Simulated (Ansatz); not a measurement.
# SnO2 (Cassiterite, P4_2/mnm): zone-centre modes against carrier density, part 2 of 2

Aim: how far do free carriers move the optical modes of SnO2 (Cassiterite, P4_2/mnm)?

Ansatz 0.2.0; DFT LDA, scalar-relativistic, plane waves, PAW; PAW set soft_1.

So far. Step 3 (Tight relaxation): The largest force component left is 0.026 meV/Å and the pressure is -0.001 GPa, within the tolerances set. The cell now holds 11.84 Å³/atom. Step 4 (A member of the series: no carriers): The largest force component left is 0.044 meV/Å. The relaxed cell has a = 4.720, c = 3.189 Å (conventional setting).

### Step 5. Modes of this member: no carriers

Phonons follow from the second derivative of the energy, found here by linear response.

The zone-centre modes follow for no carriers.

Input file input.yaml:

```yaml
crystal:
  lattice:
    - [4.7201877157, 0.0, 0.0]
    - [0.0, 4.7201877157, 0.0]
    - [0.0, 0.0, 3.1887662489]
  atoms:
    - { symbol: O, position: [0.3060749334, 0.3060749334, 0.0] }
    - { symbol: O, position: [0.1939250666, 0.8060749334, 0.5] }
    - { symbol: O, position: [0.6939250666, 0.6939250666, 0.0] }
    - { symbol: O, position: [0.8060749334, 0.1939250666, 0.5] }
    - { symbol: Sn, position: [0.0, 0.0, 0.0] }
    - { symbol: Sn, position: [0.5, 0.5, 0.5] }
kpoints:
  mp_grid: { grid: [18, 18, 25] }
hamiltonian:
  xc: lda
  pseudopotentials: { kind: paw, azcp: { folder: soft_1 }, xc_functional: pbe }
scf:
  occupations: { method: fermi_dirac, width: 0.03 }
output:
  eigenvalues: true
phonons:
  method: dfpt
```

Command:

```bash
$ ansatz run input.yaml --threads 8 --pin off --max-ram 16384MiB --backend cpu --events-out ev --progress --plain --runs-dir out
```

Numbers of over 12 decimals in the logs are rounded to 6 here.

Output:

```text
zone centre: on kpoints.mp_grid the ground state, and the responses unless they are solved on pairs of k-points, stand on 2132 of the mesh's 8100 k-points, reduced under 2 symmetry operations, with k and −k counted as one. Each operation leaves every solved displacement unchanged or reverses it
[...]
Crystal: 6 atoms, lattice volume = 71.046 Å³
Basis set: ecut = 420 eV, 1411 PW (Γ), exchange–correlation on 64×64×48 points (8 copies of the dense FFT grid, shifted against one another)
Bands: 32, of which v1, the nominal top of the filled ones, is band 26 counted from 1 (25 counted from 0)
Symmetry: 16 space group operations
k-points: 2132 of 8100 (irreducible under 2 space group operations, time reversal used)
[...]
SCF iter   1: F=—  HF=-13981.270777 eV  |F-HF|=—  |Δ(HF+E_count)|=         —  Δρ=6.99e-2  dr2=2.63e0  ethr=3.10e-3  ⟨swp⟩=6.1  Hψ=302655  notcnv=0
[...]
SCF iter  10: F=-13980.541765 eV  HF=-13980.541765 eV  |F-HF|=0.00e0  |Δ(HF+E_count)|=  5.46e-12  Δρ=3.22e-8  dr2=4.42e-13  ethr=1.00e-12  ⟨swp⟩=13.0  Hψ=385046  notcnv=0
SCF 1 converged in 10 iterations: F = -13980.541765 eV  dr2 = 4.42e-13
[...]
DFPT response loops at Γ: preconditioner auto → Resta (q_TF=auto, 2.590 Å⁻¹)  ε∞=7.1 (no band partly filled); β = 1.00, the filter's whole step (`scf.mixing.beta` (0.50) is not read by the response loops at its default; to damp them type it under 1.00, their step now; it binds the ground state too); Broyden in place of MSR1
the response loops of the zone centre start from zero, take more passes and end by a threshold: the memory limit or budget leaves too little room for the subspace of the ground state's own states beside the solves, or none could be made (phonons.method)
SCF converged after 10 iterations
Free energy (F): -13980.541765 eV
[...]
Internal energy: -13980.541765 eV  (E = F + TS)
E sigma→0 (E₀):  -13980.541765 eV
Fermi energy:    9.934022 eV
[...]
--- Band table (eV; the first three rows and the last of 2132) ---
  k-point 0: bands = [... 22 lower, 8.0374, 8.5020, 8.5020, 9.3033, 10.4874, 15.2735, 15.4131, 15.4131, ... 2 higher]
  k-point 1: bands = [... 22 lower, 7.9623, 8.5145, 8.5145, 9.2891, 10.6123, 15.3110, 15.4864, 15.4864, ... 2 higher]
  k-point 2: bands = [... 22 lower, 7.7651, 8.5330, 8.5330, 9.2467, 10.9403, 15.4174, 15.6974, 15.6974, ... 2 higher]
  k-point 2131: bands = [... 22 lower, 8.3209, 8.3209, 8.4582, 8.4582, 14.0369, 14.0369, 17.9810, 17.9810, ... 2 higher]
--- Phonons (Γ-DFPT): 4 representative perturbations + reference, on 2132 of 8100 k-points (Σ response iterations 32) ---
  k mesh reduced under 2 symmetry operations, with k and −k counted as one. Each operation leaves every solved displacement unchanged or reverses it
  ASR residual: 1.624e-5 → 0.000e0 eV/Å²; symmetrization residual: 7.413e-6 eV/Å²
  ASR residual per site (eV/Å²): 1.26e-5 1.26e-5 1.26e-5 1.26e-5 1.62e-5 1.62e-5
  Γ frequencies (cm⁻¹): 0.00 0.00 0.00 104.00 146.34 224.10 224.10 280.23 280.23 348.92 459.09 465.72 465.72 558.19 595.36 595.36 625.57 754.49
  non-analytic LO–TO correction: not included (Born effective charges unavailable; polar crystals: no LO–TO splitting at Γ)
```

Wall time 14 min (8 threads of Arm Neoverse N1, shared host); peak memory 12 GiB; 1.8 h of CPU time.

In the SCF lines HF is the Harris–Foulkes energy and dr2 the Hartree energy of the density residual, in eV; the loop may stop once dr2 is under the threshold and the program's other checks hold. Hψ counts applications of the Hamiltonian.

Numbers from this step:

```
sum-rule residual before enforcement                    : 1.62e-5 eV/Å²
point group                                             : 4/mmm
highest optical mode at the zone centre (no LO-TO term) : 754.5 cm⁻¹
lowest optical zone-centre mode                         : 104 cm⁻¹
```

Without the LO-TO term. Patterns of degenerate modes are one choice out of their space. Modes at Γ, with each element's share of the kinetic energy:

```
mode  frequency (cm⁻¹)  symmetry  O %  Sn %
   1               0.0  acoustic   21    79
   2               0.0  acoustic   21    79
   3               0.0  acoustic   21    79
   4             104.0       B1g  100     0
   5             146.3       B1u    8    92
   6             224.1        Eu   79    21
   7             224.1        Eu   79    21
   8             280.2        Eu    8    92
   9             280.2        Eu    8    92
  10             348.9       A2g  100     0
  11             459.1       A2u   79    21
  12             465.7        Eg  100     0
  13             465.7        Eg  100     0
  14             558.2       B1u   92     8
  15             595.4        Eu   92     8
  16             595.4        Eu   92     8
  17             625.6       A1g  100     0
  18             754.5       B2g  100     0
```

Displacements in mode 4 (104.0 cm⁻¹), the largest set to 1:
```
O1  -1.00  1.00  0.00
O2   1.00  1.00  0.00
O3   1.00 -1.00  0.00
O4  -1.00 -1.00  0.00
Sn5  0.00  0.00  0.00
Sn6  0.00  0.00  0.00
```

Displacements in mode 8 (280.2 cm⁻¹), the largest set to 1:
```
O1  -0.41  0.55  0.00
O2   0.16  0.40  0.00
O3  -0.41  0.55  0.00
O4   0.16  0.40  0.00
Sn5 -0.93  0.13  0.00
Sn6  1.00 -0.39  0.00
```

Without the LO-TO term the lowest optical mode is real, 104 cm⁻¹, and the highest lies at 754.5 cm⁻¹.

### Step 6. A member of the series: 15 × 10²⁰ electrons per cm³

The cell of the neutral crystal is kept with 15 × 10²⁰ electrons per cm³, balanced by a uniform background. The bands are sampled on 18×18×25 points with Fermi-Dirac filling of 0.03 eV.

input.yaml, as its differences from that of step 5:

```diff
@@ -12,2 +12,3 @@
     - { symbol: Sn, position: [0.5, 0.5, 0.5] }
+total_charge: -0.106569
 kpoints:
@@ -20,4 +21,8 @@
 output:
+  forces: true
+  stress: true
   eigenvalues: true
-phonons:
-  method: dfpt
+relax:
+  adjacent_minimum: "off"
+  f_tol: 0.001
+  max_steps: 60
```

Output:

```text
[...]
Crystal: 6 atoms, lattice volume = 71.046 Å³
Basis set: ecut = 420 eV, 1411 PW (Γ)
Bands: 33, of which v1, the nominal top of the filled ones, is band 26 counted from 1 (25 counted from 0)
Symmetry: 16 space group operations
[...]
k-points: 715 of 8100
[...]
--- Relaxed structure (4 steps of the walk, 4 accepted, 0 SCFs on fresh bases) ---
  F+E_penalty+E_count = -13979.31831786 eV   max|allowed force component| = 4.718e-5 eV/Å
  atoms:
    - { symbol: O, position: [0.305703, 0.305703, 0.0] }
    - { symbol: O, position: [0.194297, 0.805703, 0.5] }
    - { symbol: O, position: [0.694297, 0.694297, 0.0] }
    - { symbol: O, position: [0.805703, 0.194297, 0.5] }
    - { symbol: Sn, position: [0, 0, 0.0] }
    - { symbol: Sn, position: [0.5, 0.5, 0.5] }
[key lines of the parts left out:]
SCF converged after 3 iterations
Free energy (F): -13979.318318 eV
Fermi energy:    11.994684 eV
P = ⅓ Tr σ = 1.8485 GPa (18.485 kbar)
```

Wall time 70 s (8 threads); peak memory 1.3 GiB; 9.1 min of CPU time.

No atom moved by 0.005 Å in the relaxation.

The largest force component left is 0.047 meV/Å.

### Step 7. Modes of this member: 15 × 10²⁰ electrons per cm³

The zone-centre modes follow for 15 × 10²⁰ electrons per cm³.

input.yaml, the sections that differ from step 6:

```yaml
crystal:
  lattice:
    - [4.7201877157, 0.0, 0.0]
    - [0.0, 4.7201877157, 0.0]
    - [0.0, 0.0, 3.1887662489]
  atoms:
    - { symbol: O, position: [0.3057034089, 0.3057034089, 0.0] }
    - { symbol: O, position: [0.1942965911, 0.8057034089, 0.5] }
    - { symbol: O, position: [0.6942965911, 0.6942965911, 0.0] }
    - { symbol: O, position: [0.8057034089, 0.1942965911, 0.5] }
    - { symbol: Sn, position: [0.0, 0.0, 0.0] }
    - { symbol: Sn, position: [0.5, 0.5, 0.5] }
output:
  eigenvalues: true
phonons:
  method: dfpt
# total_charge, kpoints, hamiltonian, scf: as in step 6
# relax: removed
```

Output:

```text
[...]
Crystal: 6 atoms, lattice volume = 71.046 Å³
Basis set: ecut = 420 eV, 1411 PW (Γ), exchange–correlation on 64×64×48 points (8 copies of the dense FFT grid, shifted against one another)
Bands: 33, of which v1, the nominal top of the filled ones, is band 26 counted from 1 (25 counted from 0)
Symmetry: 16 space group operations
k-points: 2132 of 8100 (irreducible under 2 space group operations, time reversal used)
[...]
k-point 2: bands = [... 22 lower, 7.7807, 8.5455, 8.5455, 9.2580, 10.9461, 15.4388, 15.6840, 15.6840, ... 3 higher]
  k-point 2131: bands = [... 22 lower, 8.3360, 8.3360, 8.4668, 8.4668, 14.0287, 14.0287, 17.9704, 17.9704, ... 3 higher]
[...]
ASR residual: 5.480e-5 → 0.000e0 eV/Å²; symmetrization residual: 1.832e-5 eV/Å²
  ASR residual per site (eV/Å²): 4.83e-5 4.83e-5 4.83e-5 4.83e-5 5.48e-5 5.48e-5
[...]
[key lines of the parts left out:]
SCF converged after 11 iterations
Free energy (F): -13979.318322 eV
Fermi energy:    11.994676 eV
```

Elapsed: 16 min, on 8 threads; peak memory 12 GiB.

This step gave:

```yaml
sum_rule_residual_before_enforcement: 5.48e-5 eV/Å²
highest_optical_mode_at_the_zone_centre_no_lo_to_term: 743.2 cm⁻¹
lowest_optical_zone_centre_mode: 100.0 cm⁻¹
```

Without the LO-TO term. Patterns of degenerate modes are one choice out of their space. The modes at Γ (shares of kinetic energy by element, %):

```
mode  frequency (cm⁻¹)  symmetry  O %  Sn %
   1               0.0  acoustic   21    79
   2               0.0  acoustic   21    79
   3               0.0  acoustic   21    79
   4             100.0       B1g  100     0
   5             142.8       B1u    8    92
   6             223.4        Eu   78    22
   7             223.4        Eu   78    22
   8             279.6        Eu    8    92
   9             279.6        Eu    8    92
  10             349.1       A2g  100     0
  11             454.2       A2u   79    21
  12             465.2        Eg  100     0
  13             465.2        Eg  100     0
  14             552.4       B1u   92     8
  15             595.5        Eu   92     8
  16             595.5        Eu   92     8
  17             623.6       A1g  100     0
  18             743.2       B2g  100     0
```

Without the LO-TO term the lowest optical mode is real, 100 cm⁻¹, and the highest lies at 743.2 cm⁻¹.

### Step 8. A check on a coarser mesh: 2 × 10²⁰ electrons per cm³

To see what the mesh is worth, the run for 2 × 10²⁰ electrons per cm³ is repeated on 14×14×20 points.

input.yaml, the sections that differ from step 7:

```yaml
crystal:
  lattice:
    - [4.7201877157, 0.0, 0.0]
    - [0.0, 4.7201877157, 0.0]
    - [0.0, 0.0, 3.1887662489]
  atoms:
    - { symbol: O, position: [0.3060202038, 0.3060202038, 0.0] }
    - { symbol: O, position: [0.1939797962, 0.8060202038, 0.5] }
    - { symbol: O, position: [0.6939797962, 0.6939797962, 0.0] }
    - { symbol: O, position: [0.8060202038, 0.1939797962, 0.5] }
    - { symbol: Sn, position: [0.0, 0.0, 0.0] }
    - { symbol: Sn, position: [0.5, 0.5, 0.5] }
total_charge: -0.014209
kpoints:
  mp_grid: { grid: [14, 14, 20] }
# hamiltonian, scf, output, phonons: as in step 7
```

Output:

```text
[...]
Crystal: 6 atoms, lattice volume = 71.046 Å³
Basis set: ecut = 420 eV, 1411 PW (Γ), exchange–correlation on 64×64×48 points (8 copies of the dense FFT grid, shifted against one another)
Bands: 33, of which v1, the nominal top of the filled ones, is band 26 counted from 1 (25 counted from 0)
Symmetry: 16 space group operations
k-points: 1100 of 3920 (irreducible under 2 space group operations, time reversal used)
[...]
k-point 2: bands = [... 22 lower, 7.6355, 8.5386, 8.5386, 9.2160, 11.1540, 15.4938, 15.8455, 15.8455, ... 3 higher]
  k-point 1099: bands = [... 22 lower, 8.3199, 8.3199, 8.4589, 8.4589, 14.0315, 14.0315, 17.9751, 17.9751, ... 3 higher]
[...]
ASR residual: 1.731e-5 → 0.000e0 eV/Å²; symmetrization residual: 1.315e-6 eV/Å²
  ASR residual per site (eV/Å²): 6.97e-6 6.97e-6 6.97e-6 6.97e-6 1.73e-5 1.73e-5
[...]
[key lines of the parts left out:]
SCF converged after 10 iterations
Free energy (F): -13980.388256 eV
Fermi energy:    11.011032 eV
```

Elapsed: 4.8 min, on 8 threads; peak memory 7.4 GiB; 34 min of CPU time.

This step gave:

* sum-rule residual before enforcement: 1.73e-5 eV/Å²
* highest optical mode at the zone centre (no LO-TO term): 753.3 cm⁻¹
* lowest optical zone-centre mode: 104.1 cm⁻¹

The highest mode comes at 753.3 cm⁻¹, against 753.2 cm⁻¹ on 18×18×25 points.

### Step 9. A check on a coarser mesh: 10 × 10²⁰ electrons per cm³

To see what the mesh is worth, the run for 10 × 10²⁰ electrons per cm³ is repeated on 14×14×20 points.

input.yaml, the sections that differ from step 8:

```yaml
crystal:
  lattice:
    - [4.7201877157, 0.0, 0.0]
    - [0.0, 4.7201877157, 0.0]
    - [0.0, 0.0, 3.1887662489]
  atoms:
    - { symbol: O, position: [0.3058206884, 0.3058206884, 0.0] }
    - { symbol: O, position: [0.1941793116, 0.8058206884, 0.5] }
    - { symbol: O, position: [0.6941793116, 0.6941793116, 0.0] }
    - { symbol: O, position: [0.8058206884, 0.1941793116, 0.5] }
    - { symbol: Sn, position: [0.0, 0.0, 0.0] }
    - { symbol: Sn, position: [0.5, 0.5, 0.5] }
total_charge: -0.071046
# kpoints, hamiltonian, scf, output, phonons: as in step 8
```

Output:

```text
[...]
Crystal: 6 atoms, lattice volume = 71.046 Å³
Basis set: ecut = 420 eV, 1411 PW (Γ), exchange–correlation on 64×64×48 points (8 copies of the dense FFT grid, shifted against one another)
Bands: 33, of which v1, the nominal top of the filled ones, is band 26 counted from 1 (25 counted from 0)
Symmetry: 16 space group operations
k-points: 1100 of 3920 (irreducible under 2 space group operations, time reversal used)
[...]
k-point 2: bands = [... 22 lower, 7.6435, 8.5452, 8.5452, 9.2220, 11.1572, 15.5054, 15.8386, 15.8386, ... 3 higher]
  k-point 1099: bands = [... 22 lower, 8.3280, 8.3280, 8.4635, 8.4635, 14.0270, 14.0270, 17.9695, 17.9695, ... 3 higher]
[...]
ASR residual: 1.574e-5 → 0.000e0 eV/Å²; symmetrization residual: 1.220e-6 eV/Å²
  ASR residual per site (eV/Å²): 1.37e-5 1.37e-5 1.37e-5 1.37e-5 1.57e-5 1.57e-5
[...]
[key lines of the parts left out:]
SCF converged after 10 iterations
Free energy (F): -13979.739552 eV
Fermi energy:    11.696348 eV
```

It took 4.8 min on 8 threads; peak memory 7.4 GiB; 35 min of CPU time.

This step gave:

* sum-rule residual before enforcement: 1.57e-5 eV/Å²
* highest optical mode at the zone centre (no LO-TO term): 747.5 cm⁻¹
* lowest optical zone-centre mode: 102 cm⁻¹

The highest mode comes at 747.5 cm⁻¹, against 747.5 cm⁻¹ on 18×18×25 points.

### Step 10. The series together

The members are set side by side, also those not shown above.

Electrons count positive and holes negative; without the LO-TO term; modes are tracked from the neutral crystal by their patterns, and those within 0.3 cm⁻¹ of each other stand once; the 10 lowest of 11 levels; the cell of the neutral crystal is kept and the atoms are relaxed where symmetry leaves them free; all runs use 18×18×25 k points and Fermi-Dirac smearing of 0.03 eV. Optical modes along the series:

```
carriers (10²⁰ cm⁻³)  mode 4 B1g (cm⁻¹)  mode 5 B1u (cm⁻¹)  mode 6 Eu (cm⁻¹)  mode 8 Eu (cm⁻¹)  mode 10 A2g (cm⁻¹)  mode 11 A2u (cm⁻¹)  mode 12 Eg (cm⁻¹)  mode 14 B1u (cm⁻¹)  mode 15 Eu (cm⁻¹)  mode 17 A1g (cm⁻¹)
                   0                104              146.3             224.1             280.2               348.9               459.1              465.7               558.2              595.4               625.6
                   1              104.1              146.1             224.1             280.2                 349               458.8              465.8               557.9              595.4               625.4
                   2              104.1              145.9             224.1             280.2                 349               458.4              465.7               557.5              595.5               625.3
                   4              103.8              145.4               224             280.1               349.1               457.8              465.7               556.7              595.6                 625
                   6              103.4              144.9               224               280               349.1               457.1              465.7                 556              595.6               624.7
                  10                102                144             223.8             279.8               349.2               455.8              465.5               554.4              595.6               624.3
                  15                100              142.8             223.4             279.6               349.1               454.2              465.2               552.4              595.5               623.6
```

### Step 11. What came out

* members: 7
* mode that changes most, in cm⁻¹: mode 18 B2g
* its frequency without carriers: 754.49 cm⁻¹
* its frequency at 15 × 10²⁰ cm⁻³: 743.25 cm⁻¹

What this shows: At 15 × 10²⁰ electrons per cm³ the largest change in cm⁻¹ is that of mode 18 B2g, -11.24 cm⁻¹ from 754.49 cm⁻¹, a mode above those of the table. At 2 and 10 × 10²⁰ cm⁻³ the coarser mesh moves the optical modes by up to 0.03 cm⁻¹, a measure of the error left by the mesh there. The response is adiabatic: the carriers follow the ions at once. Where they cannot, as for a zone-centre mode faster than their scattering, measured shifts differ, and line shapes are not given here. The background stands for dopants without their size, scattering or local bonds, and the cell is that of the neutral crystal, although carriers also change the volume at rest, which would shift the modes as well. In a polar crystal the carriers also screen the field of the longitudinal modes, often the largest effect; only modes without that field are treated here. These are harmonic frequencies of a static lattice, with warm electrons: anharmonic shifts, linewidths and thermal expansion are left out. Spin-orbit coupling is left out, which can matter for the heavy elements here. The PAW files were made for PBE; the program adapts parts of them to the functional of the run, but their partial waves stay those of PBE, an approximation that was not tested in this session. Only the zone centre was solved, so an instability at another wavevector cannot show here.

[Logs are printed without paths, hosts, clocks, repeated set-up lines and the standing remarks that a program may print on its own settings, such as how far it seeks lower states.]

[Hosts, paths, dates, database ids (printed as entryN), source tags and the programs' standing remarks are cut or masked in the printed files.]
